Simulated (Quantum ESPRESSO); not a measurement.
# WSi2N4, 1 layer: a series in the field along the normal, part 2 of 4

Aim: how the results for WSi2N4, 1 layer change with the field along the normal.

Quantum ESPRESSO 7.5; plane-wave DFT, PBE, GBRV ultrasoft pseudopotentials.

So far. Step 2 (Relaxing cell and ions of the reference):  The last row is no step: it is a fresh SCF in the final cell with a new plane-wave basis, +2 meV from the row before.

## Step 3: Ground state, 0 V/Å

The self-consistent run of this member.

Level of this step: plane-wave DFT, PBE, GBRV ultrasoft pseudopotentials (Quantum ESPRESSO 7.5).

m0.scf.in

```
&control
  prefix = 'm0.scf'
  outdir = './out'
  pseudo_dir = './pseudo'
  calculation = 'scf'
  tprnfor = .true.
  tefield = .true.
  dipfield = .true.
/
&system
  ibrav = 0
  nat = 7
  ntyp = 3
  ecutwfc = 40
  ecutrho = 200
  occupations = 'smearing'
  smearing = 'fd'
  degauss = 0.002
  edir = 3
  emaxpos = 0.97
  eopreg = 0.04
  eamp = 0.0
  nbnd = 27
/
&electrons
  conv_thr = 1e-09
  mixing_beta = 0.4
  electron_maxstep = 120
  mixing_mode = 'plain'
/
ATOMIC_SPECIES
  N   14.0070  n_pbe_v1.2.uspp.F.UPF
  Si  28.0850  si_pbe_v1.uspp.F.UPF
  W   183.8400  w_pbe_v1.2.uspp.F.UPF
CELL_PARAMETERS angstrom
  2.89236552800000 0.00000000000000 0.00000000000000
  -1.44618276400000 2.50486202400000 0.00000000000000
  0.00000000000000 0.00000000000000 24.10102208300000
ATOMIC_POSITIONS crystal
  N   0.000000000000 0.000000000000 0.353136734500
  Si  0.333333333300 0.666666666700 0.374745445800
  N   0.333333333300 0.666666666700 0.447447490200
  W   0.000000000000 0.000000000000 0.500000000000
  N   0.333333333300 0.666666666700 0.552552509800
  Si  0.333333333300 0.666666666700 0.625254554200
  N   0.000000000000 0.000000000000 0.646863265500
K_POINTS automatic
  12 12 1 0 0 0
```

Launch:

```bash
> OMP_NUM_THREADS=1 mpirun -n 4 pw.x -nk 4 -in m0.scf.in > m0.scf.out
```

The log of the run:

```text
[banner, memory and clock lines left out]
Program PWSCF v.7.5 starts
[citation notice left out]

[...]
bravais-lattice index     =            0
     lattice parameter (alat)  =       5.4658  a.u.
     unit-cell volume          =    1178.3357 (a.u.)^3
     number of atoms/cell      =            7
     number of atomic types    =            3
     number of electrons       =        42.00
     number of Kohn-Sham states=           27
     kinetic-energy cutoff     =      40.0000  Ry
     charge density cutoff     =     200.0000  Ry
     scf convergence threshold =      1.0E-09
     mixing beta               =       0.4000
     number of iterations used =            8  plain     mixing
     Exchange-correlation= SLA  PW   PBE  PBE
                           (   1   4   3   4   0   0   0)

[...]
PseudoPot. # 1 for N  read from file:
     ./pseudo/n_pbe_v1.2.uspp.F.UPF
     Pseudo is Ultrasoft + core correction, Zval =  5.0
     Generated by new atomic code, or converted to UPF format
     Using radial grid of  729 points,  4 beta functions with:
                l(1) =   0
                l(2) =   0
                l(3) =   1
                l(4) =   1
     Q(r) pseudized with  8 coefficients,  rinner =    0.900   0.900   0.900

     PseudoPot. # 2 for Si read from file:
     ./pseudo/si_pbe_v1.uspp.F.UPF
     Pseudo is Ultrasoft + core correction, Zval =  4.0
     Generated by new atomic code, or converted to UPF format
     Using radial grid of  899 points,  6 beta functions with:
                l(1) =   0
                l(2) =   0
                l(3) =   1
                l(4) =   1
                l(5) =   2
                l(6) =   2
     Q(r) pseudized with  8 coefficients,  rinner =    0.900   0.900   0.900
                                                       0.900   0.900

     PseudoPot. # 3 for W  read from file:
     ./pseudo/w_pbe_v1.2.uspp.F.UPF
     Pseudo is Ultrasoft + core correction, Zval = 14.0
     Generated by new atomic code, or converted to UPF format
     Using radial grid of  923 points,  8 beta functions with:
                l(1) =   0
                l(2) =   0
                l(3) =   0
                l(4) =   1
                l(5) =   1
                l(6) =   2
                l(7) =   2
                l(8) =   3
     Q(r) pseudized with  6 coefficients,  rinner =    1.350   1.350   1.350
                                                       1.350   1.350   1.350
                                                       1.350

     atomic species   valence    mass     pseudopotential
     N                 5.00    14.00700     N ( 1.00)
     Si                4.00    28.08500     Si( 1.00)
     W                14.00   183.84000     W ( 1.00)

     No symmetry found

[...]
number of k points=    74  Fermi-Dirac smearing, width (Ry)=  0.0020
[...]
Dense  grid:    56473 G-vectors     FFT dimensions: (  25,  25, 216)

     Smooth grid:    39915 G-vectors     FFT dimensions: (  24,  24, 192)

     Initial potential from superposition of free atoms

     starting charge      41.8983, renormalised to      42.0000

     negative rho (up, down):  6.507E-02 0.000E+00

     Adding external electric field

     Computed dipole along edir(3) :
        Dipole                0.0000 Ry au,          0.0000 Debye
        Dipole field          0.0000 Ry au,

        Potential amp.       -0.0000 Ry
        Total length         43.7226 bohr

     Starting wfcs are   37 randomized atomic wfcs

     per-process dynamical memory:    92.5 Mb

     Self-consistent Calculation

     iteration #  1     ecut=    40.00 Ry     beta= 0.40
     Davidson diagonalization with overlap
     ethr =  1.00E-02,  avg # of iterations =  2.9

     negative rho (up, down):  6.572E-02 0.000E+00

     Adding external electric field

     Computed dipole along edir(3) :
        Dipole                0.0001 Ry au,          0.0002 Debye
        Dipole field          0.0000 Ry au,

        Potential amp.       -0.0001 Ry
        Total length         43.7226 bohr

     total energy              =    -258.90919488 Ry
     estimated scf accuracy    <       1.92337196 Ry

     iteration #  2     ecut=    40.00 Ry     beta= 0.40
[...]
negative rho (up, down):  6.732E-02 0.000E+00

[...]
Dipole               -0.0000 Ry au,         -0.0001 Debye
[...]
total energy              =    -259.27647478 Ry
     estimated scf accuracy    <       0.31266192 Ry

     iteration #  3     ecut=    40.00 Ry     beta= 0.40
[...]
negative rho (up, down):  6.762E-02 0.000E+00

[...]
Dipole                0.0001 Ry au,          0.0002 Debye
[...]
total energy              =    -259.34745159 Ry
     estimated scf accuracy    <       0.11108171 Ry

     iteration #  4     ecut=    40.00 Ry     beta= 0.40
[...]
negative rho (up, down):  6.839E-02 0.000E+00

[...]
Dipole               -0.0003 Ry au,         -0.0007 Debye
[...]
total energy              =    -259.36166956 Ry
     estimated scf accuracy    <       0.01049564 Ry

     iteration #  5     ecut=    40.00 Ry     beta= 0.40
[...]
negative rho (up, down):  6.874E-02 0.000E+00

[...]
Dipole                0.0007 Ry au,          0.0017 Debye
[...]
total energy              =    -259.36236727 Ry
     estimated scf accuracy    <       0.00139362 Ry

     iteration #  6     ecut=    40.00 Ry     beta= 0.40
[...]
negative rho (up, down):  6.877E-02 0.000E+00

[...]
Dipole               -0.0021 Ry au,         -0.0054 Debye
[...]
total energy              =    -259.36244074 Ry
     estimated scf accuracy    <       0.00016362 Ry

[...]
iteration # 10     ecut=    40.00 Ry     beta= 0.40
[...]
negative rho (up, down):  6.872E-02 0.000E+00

[...]
Dipole                0.0001 Ry au,          0.0001 Debye
[...]
total energy              =    -259.36249258 Ry
     estimated scf accuracy    <       0.00000037 Ry

     iteration # 11     ecut=    40.00 Ry     beta= 0.40
[...]
negative rho (up, down):  6.872E-02 0.000E+00

[...]
Dipole               -0.0000 Ry au,         -0.0000 Debye
[...]
total energy              =    -259.36249266 Ry
     estimated scf accuracy    <       0.00000001 Ry

     iteration # 12     ecut=    40.00 Ry     beta= 0.40
[...]
negative rho (up, down):  6.872E-02 0.000E+00

[...]
Dipole                0.0000 Ry au,          0.0000 Debye
[...]
total energy              =    -259.36249266 Ry
     estimated scf accuracy    <          3.5E-09 Ry

     iteration # 13     ecut=    40.00 Ry     beta= 0.40
[...]
negative rho (up, down):  6.872E-02 0.000E+00

[...]
Dipole               -0.0000 Ry au,         -0.0000 Debye
[...]
End of self-consistent calculation

          k = 0.0000 0.0000 0.0000 (  5107 PWs)   bands (ev):

   -72.2001 -36.4751 -36.1046 -36.1046 -16.9942 -16.8582 -14.6568 -12.9833
    -7.2457  -4.2180  -2.1883  -2.1883  -2.1582  -1.9285  -1.9285  -1.7849
    -1.7849  -0.5480  -0.4752  -0.4752   1.9735   5.0860   5.0860   5.7470
     5.7470   5.9604   6.0794

          k = 0.0000 0.0962 0.0000 (  5113 PWs)   bands (ev):

   -72.1958 -36.4637 -36.1670 -36.1183 -16.8763 -16.7473 -14.5397 -12.9707
    -7.1099  -4.2467  -2.6707  -2.4793  -2.1934  -2.1794  -2.0543  -1.9657
    -1.7646  -0.7756  -0.6250  -0.3101   1.8895   4.8711   5.0854   5.5394
     5.9567   6.4044   6.5250

[...]
the Fermi energy is     3.3465 ev

!    total energy              =    -259.36249266 Ry
     estimated scf accuracy    <          3.7E-10 Ry
     smearing contrib. (-TS)   =       0.00000000 Ry
     internal energy E=F+TS    =    -259.36249266 Ry

     The total energy is F=E-TS. E is the sum of the following terms:
     one-electron contribution =   -2960.17607313 Ry
     hartree contribution      =    1488.36987185 Ry
     xc contribution           =     -72.09803366 Ry
     ewald contribution        =    1284.54174228 Ry
     electric field correction =       0.00000000 Ry

     convergence has been achieved in  13 iterations

     negative rho (up, down):  6.872E-02 0.000E+00

     Forces acting on atoms (cartesian axes, Ry/au):

     atom    1 type  1   force =    -0.00000002    0.00000002   -0.00257087
     atom    2 type  2   force =    -0.00000000    0.00000001   -0.00430507
     atom    3 type  1   force =     0.00000001    0.00000003   -0.00091857
     atom    4 type  3   force =     0.00000000   -0.00000008   -0.00000033
     atom    5 type  1   force =     0.00000002   -0.00000000    0.00091803
     atom    6 type  2   force =     0.00000000    0.00000001    0.00430321
     atom    7 type  1   force =    -0.00000001    0.00000002    0.00257359

     Total force =     0.007209     Total SCF correction =     0.000034

[...]
```

Run time: 79 s. Hardware: 4 MPI ranks of Arm Neoverse V1, shared host; peak memory 0.8 GiB; 5.2 min of CPU time.

Read from the output:

- free energy: -3528.8065 eV
- Fermi energy: 3.346 eV
- dipole along the normal: 0 e·Å
- valence top, on the run's zero: 1.973 eV
- conduction bottom, on the run's zero: 4.413 eV
- gap by band count: 2.440 eV

## Step 4: Electrostatic potential, 0 V/Å

plot_num = 11 writes the bare and Hartree potential, from which vacuum levels or, in a crystal, the mean potential are read.

m0.pot.in

```
&inputpp
  prefix = 'm0.scf'
  outdir = './out'
  filplot = 'm0.pot.dat'
  plot_num = 11
/
```

Launch:

```bash
> OMP_NUM_THREADS=1 mpirun -n 4 pp.x -in m0.pot.in > m0.pot.out
```

The log of the run:

```text
[banner, memory and clock lines left out]
Program POST-PROC v.7.5 starts

          URL

     ./out/m0.scf.save/

     IMPORTANT: XC functional enforced from input :
     Exchange-correlation= PBE
                           (   1   4   3   4   0   0   0)
     Any further DFT definition will be discarded
     Please, verify this is what you really want

     negative rho (up, down):  6.872E-02 0.000E+00

     Adding external electric field

     Computed dipole along edir(3) :
        Dipole               -0.0000 Ry au,         -0.0000 Debye
        Dipole field         -0.0000 Ry au,

        Potential amp.        0.0000 Ry
        Total length         43.7226 bohr

     Calling punch_plot, plot_num =  11

     Adding external electric field

     Computed dipole along edir(3) :
        Dipole               -0.0000 Ry au,         -0.0000 Debye
        Dipole field         -0.0000 Ry au,

        Potential amp.        0.0000 Ry
        Total length         43.7226 bohr

     Writing data to file  m0.pot.dat
     Message from routine chdens:
     namelist plot not found or invalid, exiting
```

Run time: 1.1 s. Hardware: 4 MPI ranks; peak memory 0.13 GiB; 4.3 s of CPU time.

This step gave:

- slope of the potential above: 1.63e-5 eV/Å
- upper vacuum line continued to the top atoms, over the valence top: 5.358 eV
- slope of the potential below: -2.00e-5 eV/Å
- lower vacuum line continued to the bottom atoms, over the valence top: 5.358 eV
- vacuum level at the upper face over the valence top of the mesh: 5.358 eV
- vacuum level at the lower face over the valence top of the mesh: 5.358 eV

The potential energy, planar mean oscillates, so the rows of the table below give means over windows of 1.12 Å about each position, cut where the curve ends. Its maxima inside the range that stand out by 2 % of the span (Å: eV): 10.2: -0.0812, 11.3: -8.46, 12.8: -8.46, 13.9: -0.0811. Its minima: 8.7: -21.6, 10.8: -10.5, 12.1: -15.5, 13.3: -10.5, 15.4: -21.6.

Electrostatic potential energy of an electron, with the sawtooth; zero at the highest filled level of the SCF mesh. The potential energy, planar mean by z; means over each step:

z (Å), potential energy, planar mean (eV) and a bar from the least value:
```
     0.56        5.4 ##############################
     1.68        5.4 ##############################
     2.80        5.4 ##############################
     3.92        5.4 ##############################
     5.04        5.4 ##############################
     6.16        5.3 ##############################
     7.28        4.2 ############################
     8.40      -13.2 #####
     9.52       -9.2 ###########
    10.64       -6.3 ###############
    11.76      -12.9 ######
    12.88      -10.3 #########
    14.00       -3.3 ##################
    15.12      -17.2 
    16.24       -1.9 ####################
    17.36        5.2 ##############################
    18.48        5.4 ##############################
    19.60        5.4 ##############################
    20.72        5.4 ##############################
    21.84        5.4 ##############################
    22.96        5.4 ##############################
```

[end of part 2 of 4]

[Logs are printed without paths, hosts, clocks, repeated set-up lines and the standing remarks that a program may print on its own settings, such as how far it seeks lower states.]

[Hosts, paths, dates, database ids (printed as entryN), source tags and the programs' standing remarks are cut or masked in the printed files.]

[Maps of the electrostatic potential energy from Ansatz leave out the sawtooth potential of an applied field or a dipole correction, so their vacuum need not be flat; planar profiles and work functions include it.]
